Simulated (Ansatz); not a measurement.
# Photoemission of NH2 on graphene in every 14 sites, part 5 of 5

Wanted: the XPS lines and the band structure of NH2 on graphene in every 14 sites.

Ansatz 0.2.0; DFT, PBEsol, plane-wave PAW, default files, scalar-relativistic.

So far, work function, upper face (eV): step 2 (the plain sheet) 4.34; step 3 (relaxation) 4.16; step 4 (bands, DOS and potential) 4.17.

### 6. Other settings

This step: DFT, PBEsol, plane-wave PAW, default files, scalar-relativistic; changed: scf.mixing.preconditioner = "kerker_dos", crystal.symmetry = {"detect": false} (Ansatz 0.2.0).

Some settings are changed to see whether the read-outs move.

Input file input.yaml:

```yaml
crystal:
  lattice:
    - [6.1675, 2.1364846711, 0.0]
    - [-4.934, 4.2729693423, 0.0]
    - [0.0, 0.0, 16.398092539]
  atoms:
    - { symbol: H, position: [0.3397233725, 0.2569188244, 0.5674765768], spin: 0.3 }
    - { symbol: H, position: [0.1489023721, 0.3524878166, 0.5675438234], spin: 0.3 }
    - { symbol: "N", position: [0.1759451424, 0.219335185, 0.546728955], spin: 0.3 }
    - { symbol: C, position: [0.1840626095, 0.2297105304, 0.4546166992], spin: 0.3 }
    - { symbol: C, position: [0.0893565525, 0.6109662678, 0.4268045197] }
    - { symbol: C, position: [0.9414228536, 0.181268833, 0.4309401249], spin: 0.3 }
    - { symbol: C, position: [0.328063636, 0.6585784073, 0.4259550696], spin: 0.3 }
    - { symbol: C, position: [0.8035273907, 0.7542530446, 0.4273223549] }
    - { symbol: C, position: [0.2326648657, 0.0356864242, 0.4308549887], spin: 0.3 }
    - { symbol: C, position: [0.5176638939, 0.8966420936, 0.4234131394] }
    - { symbol: C, position: [0.6133658889, 0.5179378721, 0.4273346169], spin: 0.3 }
    - { symbol: C, position: [0.0430969226, 0.8011859185, 0.4275524464], spin: 0.3 }
    - { symbol: C, position: [0.6601848765, 0.3252238949, 0.426938966] }
    - { symbol: C, position: [0.8966855981, 0.3710822223, 0.4274336521], spin: 0.3 }
    - { symbol: C, position: [0.468821163, 0.0863257096, 0.4261954669], spin: 0.3 }
    - { symbol: C, position: [0.3779824036, 0.4721422708, 0.4306852955], spin: 0.3 }
    - { symbol: C, position: [0.7559015875, 0.9453527689, 0.4264522037], spin: 0.3 }
  symmetry: { detect: false }
magnetization:
  spin_polarized: true
kpoints:
  mp_grid: { grid: [12, 12, 1] }
scf:
  occupations: { method: fermi_dirac, width: 0.03 }
  n_extra_bands: 14
  mixing: { preconditioner: kerker_dos }
hamiltonian:
  xc: pbesol
  pseudopotentials: { kind: paw }
output:
  forces: true
  write_potential: true
  volumetric_format: []
  dos:
    projected:
      site_lists:
        centre: [3, 2, 1, 0, 15, 5, 8]
        next_shell: [10, 11, 6, 13, 14, 16, 4, 12, 7]
        far: [9]
    de: 0.05
    e_range: [-30, 12]
    method: { smearing: { sigma: 0.15, scheme: gaussian } }
efield:
  axis: 3
  dipole_correction: true
```

On the command line:

```console
$ ansatz run input.yaml --threads 8 --pin off --max-ram 12288MiB --backend cpu --events-out ev --progress --plain --runs-dir out
```

Numbers of over 12 decimals in the logs are rounded to 6 here.

Log:

```text
[...]
Crystal: 17 atoms, lattice volume = 605.007 Å³
Basis set: ecut = 420 eV, 11731 PW (Γ), exchange–correlation on 90×90×240 points (8 copies of the dense FFT grid, shifted against one another)
Bands: 46, of which v1, the nominal top of the filled ones, is band 32 counted from 1 (31 counted from 0)
Symmetry: 1 space group operations
k-points: 74 of 144 (time reversal used)
[...]
Starting moments: Σ|m| = 3.9 μB on 13 of 17 sites
[...]
spin=Collinear: DOS-adaptive Kerker preconditioning applied to the charge; magnetization (m = ρ↑ − ρ↓) channel mixes plain (no charge-response kernel on spin).
SCF iter   1: F=—  HF=-3870.551457 eV  |F-HF|=—  |Δ(HF+E_count)|=         —  Δρ=3.71e-2 (↑2.87e-2 ↓3.71e-2)  dr2=2.29e1  dr2_m=4.53e-1  M=0.842 μB ∫|m|=0.905 μB  β_m=0.30  ethr=3.10e-3  p=-0.000 e·Å  D=-1.29e-8 V/Å  ΔV_dip=0.00 eV  dr2_dipole=5.73e-4  V_vac-E_F(+/−)=8.31/8.31 eV  ⟨swp⟩=13.0  Hψ=47342  notcnv=0  defer=180
[...]
SCF iter  23: F=-3862.157648 eV  HF=-3862.157648 eV  |F-HF|=4.79e-10  |Δ(HF+E_count)|=   3.77e-7  Δρ=1.04e-7 (↑1.04e-7 ↓8.35e-8)  dr2=4.61e-10  dr2_m=2.74e-11  M=0.948 μB ∫|m|=1.350 μB  ethr=1.63e-12  p=0.079 e·Å  D=2.36e-2 V/Å  ΔV_dip=-0.39 eV  dr2_dipole=1.07e-10  V_vac-E_F(+/−)=4.17/4.56 eV  ⟨swp⟩=15.9  Hψ=49833  notcnv=0
SCF 1 converged in 23 iterations: F = -3862.157648 eV  dr2 = 4.61e-10
[...]
this state was not tested for a lower state beside it, because the mixer in use, unlike msr1, does not test its closes by its own steps (another_mixer; see scf.mixing.algorithm and scf.lower_state_search)
SCF converged after 23 iterations
an eigenvalue changed by more than its tolerance at an iteration that met the thresholds in force, so the SCF went on 2 times, its first undamped step at iteration 22: the last check found none over its tolerance
Magnetization: 0.9482 μB (31.9741 up, 31.0259 down)
Absolute magnetization: 1.3497 μB (∫|ρ↑−ρ↓|, with the PAW one-centre terms)
[...]
Per-site moments (μB) at R_I (Å): [(0.000509638, 0.423980), (0.00053047, 0.423971), (0.028028, 0.423971), (-0.00996198, 0.619727), (0.056400, 0.584487), (0.076469, 0.580178), (-0.017183, 0.581825), (0.057559, 0.584125), (0.077145, 0.580666), (0.023688, 0.586962), (-0.018656, 0.582421), (-0.019016, 0.580848), (0.058356, 0.584890), (-0.018500, 0.581212), (-0.017210, 0.580666), (0.077602, 0.581825), (-0.017352, 0.580178)]
Free energy (F): -3862.157648 eV
[...]
Internal energy: -3862.153971 eV  (E = F + TS)
E sigma→0 (E₀):  -3862.155809 eV
Entropy (-TS):   -0.003677 eV (-0.216 meV/atom)
Fermi energy:    -1.843827 eV
Dipole field:    D = 0.023632 V/Å  (p = 0.079012 e·Å, saw-weighted, corrected)
Work function:   Φ+ = 4.1723 eV   Φ− = 4.5598 eV
[...]
--- Forces (eV/Å), atoms counted from 1 ---
  atom   1  H     -0.00005824    -0.00227507    -0.00007352
  atom   2  H      0.00018008     0.00003187     0.00114497
  atom   3  N     -0.00037092     0.01181507     0.00059557
  atom   4  C      0.00169014    -0.01868576    -0.00989956
  atom   5  C      0.00493352     0.00263571     0.00166069
  atom   6  C     -0.00664900    -0.00001837    -0.00177336
  atom   7  C     -0.00245397     0.00849285    -0.00138431
  atom   8  C     -0.00536136    -0.00414493    -0.00123254
  atom   9  C      0.00563094    -0.00053509    -0.00178682
  atom  10  C     -0.00048613    -0.00272822     0.00363262
  atom  11  C      0.00273192     0.00495405     0.00303800
  atom  12  C      0.00238346     0.00219501     0.00082762
  atom  13  C     -0.00302368    -0.00051501     0.00257158
  atom  14  C     -0.00120487    -0.00499588    -0.00011453
  atom  15  C      0.00345453    -0.00289654    -0.00199380
  atom  16  C      0.00217894     0.00928585     0.00825574
  atom  17  C     -0.00357539    -0.00261820    -0.00337115
  max |Σ_I F_I| component: 9.72e-5 eV/Å
--- Band table (eV; the first three rows and the last of 148) ---
  k-point 0 ↑: bands = [... 28 lower, -4.5601, -4.5145, -3.6730, -2.2861, 1.3187, 2.0614, 2.1241, 2.2043, ... 10 higher]
  k-point 1 ↑: bands = [... 28 lower, -4.6119, -4.5459, -3.6907, -2.2600, 1.3460, 1.5357, 1.7460, 2.1415, ... 10 higher]
  k-point 2 ↑: bands = [... 28 lower, -4.6230, -4.4931, -3.7299, -2.1942, 0.9230, 1.2988, 1.4578, 2.0514, ... 10 higher]
  k-point 73 ↓: bands = [... 28 lower, -3.9166, -3.6320, -3.0696, -1.5998, -0.1209, 0.1439, 1.7753, 2.5002, ... 10 higher]
```

Run time: 5.5 min. Hardware: 8 threads of Arm Neoverse N1, shared host; peak memory 3.4 GiB; 44 min of CPU time.

Numbers from this step:

```yaml
smearing_term_ts: 0.003677 eV
```

The DOS has structure finer than the step of the table below, so its rows give means over 1 eV, whole bins alone (the curve runs from -21.5 to 6.38 eV). Peaks (eV: height): total -7.2: 6.37, -6.2: 8.37, 4.9: 7.28, 6.2: 7.87; C 2p -7.2: 4.77, -6.2: 7.20, -4.4: 5.69, -2.6: 3.49; N 2p -7.9: 1.15, -6.3: 0.620, -1.9: 2.61; C 2s -19.2: 2.35, -18.3: 2.89, -16.8: 2.68, -15.9: 1.89; H 1s -7.9: 0.422, 3.5: 0.427, 4.1: 0.440, 6.2: 0.377.

The DOS by E, zero at the Fermi level; means over each step; values in states/eV/cell:

```csv
E (eV),total,C 2p,N 2p,C 2s,H 1s,N 2s
-21,0,0,0,0,0,0
-20,0.333,0.0193,0.00541,0.254,0.0148,0.0349
-19,1.87,0.262,0.0348,1.18,0.106,0.266
-18,2.86,0.673,0.0190,1.74,0.101,0.278
-17,2.60,0.832,0.0129,1.40,0.0883,0.229
-16,2.36,0.902,0.0140,1.21,0.0588,0.139
-15,2.39,1.03,0.0203,1.18,0.0433,0.0874
-14,2.64,1.14,0.0345,1.33,0.0429,0.0704
-13,1.86,1.09,0.0267,0.678,0.0194,0.0234
-12,2.81,1.80,0.0428,0.897,0.0200,0.0160
-11,2.19,1.43,0.0466,0.675,0.0163,0.00752
-10,2.60,1.93,0.0780,0.538,0.0231,0.00406
-9,2.99,2.23,0.203,0.465,0.0650,0.00290
-8,4.80,3.15,0.864,0.414,0.313,0.00384
-7,5.62,4.49,0.527,0.331,0.190,0.00965
-6,6.88,6.04,0.389,0.219,0.153,0.00832
-5,4.74,4.36,0.167,0.112,0.0599,0.0127
-4,4.18,3.90,0.149,0.0544,0.0343,0.0161
-3,3.44,3.27,0.104,0.0201,0.0123,0.0176
-2,3.92,2.42,1.28,0.0281,0.0188,0.137
-1,0.954,0.843,0.0951,0.00155,0.00205,0.00724
0,1.93,1.72,0.143,0.00549,0.00945,0.0211
1,0.494,0.471,0.00823,0.00118,0.00122,0.00163
2,2.22,2.10,0.0234,0.00859,0.00759,0.00482
3,2.52,1.86,0.0414,0.0130,0.139,0.0486
4,3.64,1.38,0.0761,0.0157,0.355,0.0974
5,6.59,1.83,0.135,0.0358,0.301,0.0563
```

Simulated valence spectra by photon energy, shown to 13 eV, since a deeper line would dwarf them at some energies; the 100 % can be that line's tail at the edge; this run's widths, added to any smearing of the DOS itself: Gaussian 0.45 eV, Lorentzian 0.2 eV plus 0.03 an eV of depth. The intensity by binding energy, zero at the Fermi level; values in % of the maximum within 13 eV:

```csv
binding energy (eV),21.2 eV,60 eV,100 eV,1486.7 eV,8047.8 eV
-1.0,1.53,1.79,1.87,1.25,1.11
-0.5,3.09,3.44,3.48,1.80,1.53
0.0,16.5,17.4,17.0,5.85,4.32
0.5,16.3,17.6,17.2,6.28,4.75
1.0,16.8,18.2,18.2,6.93,5.23
1.5,43.2,52.4,54.1,25.3,20.8
2.0,61.2,80.1,84.1,44.6,38.4
2.5,54.8,58.9,58.8,23.0,17.7
3.0,52.1,50.5,49.0,14.9,10.0
3.5,57.9,55.4,53.8,16.6,11.2
4.0,62.3,59.9,58.4,19.1,13.2
4.5,73.7,71.1,69.5,24.2,17.2
5.0,71.6,69.4,68.3,26.2,19.5
5.5,80.6,78.6,77.7,31.4,23.7
6.0,96.6,95.5,95.0,39.8,30.4
6.5,94.6,95.8,96.6,46.1,36.9
7.0,80.3,85.0,87.5,50.1,42.2
7.5,75.4,84.7,88.4,53.5,45.6
8.0,68.0,79.0,83.9,57.2,50.0
8.5,53.0,61.8,67.5,58.1,53.2
9.0,42.6,50.1,56.4,59.2,56.0
9.5,37.3,44.9,51.9,62.4,60.0
10.0,32.8,41.3,49.2,66.1,64.4
10.5,26.6,37.8,46.8,71.7,70.7
11.0,18.0,37.0,47.6,80.3,79.8
11.5,-,39.5,51.6,91.4,91.2
12.0,-,41.8,55.2,99.9,99.9
12.5,-,38.7,51.4,94.8,95.0
```

Spectra as before, but with a recipe of its own (widths, and in some runs the light), which changes peak heights and what is resolved: Gaussian 0.45 eV, Lorentzian 0.2 eV plus 0.03 times the binding energy, linear light, analyser at 30°, emission 30° from the normal, Fermi edge at 300 K; some photon energies differ too.

Side by side:

```csv
quantity,this run,base run,difference
"work function, upper face (eV)",4.1722,4.1723,-1.0e-4
DOS at the Fermi level (states/eV/cell),1.7302,1.7303,-1.0e-4
```

The work function move by 0.00 eV at most against the base run, and the converged energy is the same to the last digits.

### 7. What came out

```json
{
 "work function": "4.17 eV (other face 4.56 eV)",
 "change from the clean face": "-0.16 eV"
}
```

The Fermi level of NH2 on graphene in every 14 sites lies 4.17 eV (other face 4.56 eV) below the vacuum, a change of -0.16 eV from the clean face. A full set of core levels wasn't obtained: the program found some holes in another magnetic state than the cell without them, and gave no levels for those. At 21.2 eV the valence spectrum has its highest listed peaks within 10.8 eV at 0.2 eV (C 2p), 1.9 eV (C 2p), 3.4 eV (C 2p), 4.5 eV (C 2p) and 6.2 eV (C 2p). At 1486.7 eV the valence spectrum has its highest listed peaks within 21.2 eV at 14.3 eV (C 2s), 16.0 eV (C 2s), 16.8 eV (C 2s), 18.1 eV (C 2s) and 19.1 eV (C 2s). The shell named is the one with most of the intensity, cross sections included, not always the one with most states there. The state is magnetic, reached from one typed start; no other magnetic start was tried.

[Logs are printed without paths, hosts, clocks, repeated set-up lines and the standing remarks that a program may print on its own settings, such as how far it seeks lower states.]

[Hosts, paths, dates, database ids (printed as entryN), source tags and the programs' standing remarks are cut or masked in the printed files.]

[Maps of the electrostatic potential energy from Ansatz leave out the sawtooth potential of an applied field or a dipole correction, so their vacuum need not be flat; work functions include it.]
